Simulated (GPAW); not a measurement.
### NiO2 (R-3m): G0W0 with GPAW, start to end

Symmetry: R-3m, No. 166, trigonal system. The conventional cell has a = 2.804 Å, b = 2.804 Å, c = 20.923 Å, α = 90.00°, β = 90.00°, γ = 120.00°. Ni has 6 O at 1.88 Å nearest. Nearest to O lie 3 Ni at 1.88 Å. Farther neighbours and most contacts between anions are not listed.

```
Ni O
1.0
     1.40213    0.80952    6.97429
    -1.40213    0.80952    6.97429
     0.00000   -1.61904    6.97429
Ni O
1 2
Direct
  0.00000 0.00000 0.00000
  0.62121 0.62121 0.62121
  0.37879 0.37879 0.37879
```

| Quantity | Value |
| --- | --- |
| method | DFT, LDA, plane waves, PAW (and 1 further level or step) |
| program | GPAW 26.7.0 |
| settings of one run | cutoff 600 eV, GPAW PAW setups 1.2.1 data release, 4×4×4 k-mesh, nbands 66 |
| cost | 4 runs, 4.4 min in all on 4 MPI ranks of Arm Neoverse V2, shared host (the runs of this entry) |
| notes | This run has no spin polarisation, although Ni can carry a moment. The cell and positions are those that the Materials Project relaxed with its own functionals (PBE, PBE+U or r2SCAN), kept fixed. Only 3 of the mesh’s irreducible points were corrected, so a valley elsewhere could overtake. Bands and cutoff are finite, so the gap is not at the basis limit. The miss can reach some tenths of an eV and take either sign; the mesh is an error of its own. The runs have no spin polarisation. For a closed low-spin shell that is the natural state; where a d or f shell is open it is a constraint, and the gap is then not the crystal’s own. |
| LDA gap | 1.22 eV, indirect |
| G0W0 gap on the mesh | 3.45 eV |
| G0W0 gap over the zone (rigid shift) | 3.37 eV |
| GW settings | 4×4×4 mesh, 56 bands, screening to 65 eV, Godby-Needs plasmon pole |
| known limits | not at the basis limit; no spin polarisation; d states lean on the start |

G0W0 moves the gap on the mesh from 1.30 eV to 3.45 eV (+2.15 eV), with Z of 0.71 and 0.73 at the edges. The mesh misses the band edges by 0.08 eV in all; a rigid shift gives 3.37 eV for the zone.

[Paths, hosts, dates, memory and timing lines, banners, echoed tables and standing remarks are left out of the program output.]

[Logs are printed without paths, hosts, clocks, repeated set-up lines and the standing remarks that a program may print on its own settings, such as how far it seeks lower states.]

[Runs of the session that timed out or met a known fault of the program may be left out.]

[Hosts, paths, dates, database ids (printed as entryN), source tags and the programs' standing remarks are cut or masked in the printed files.]
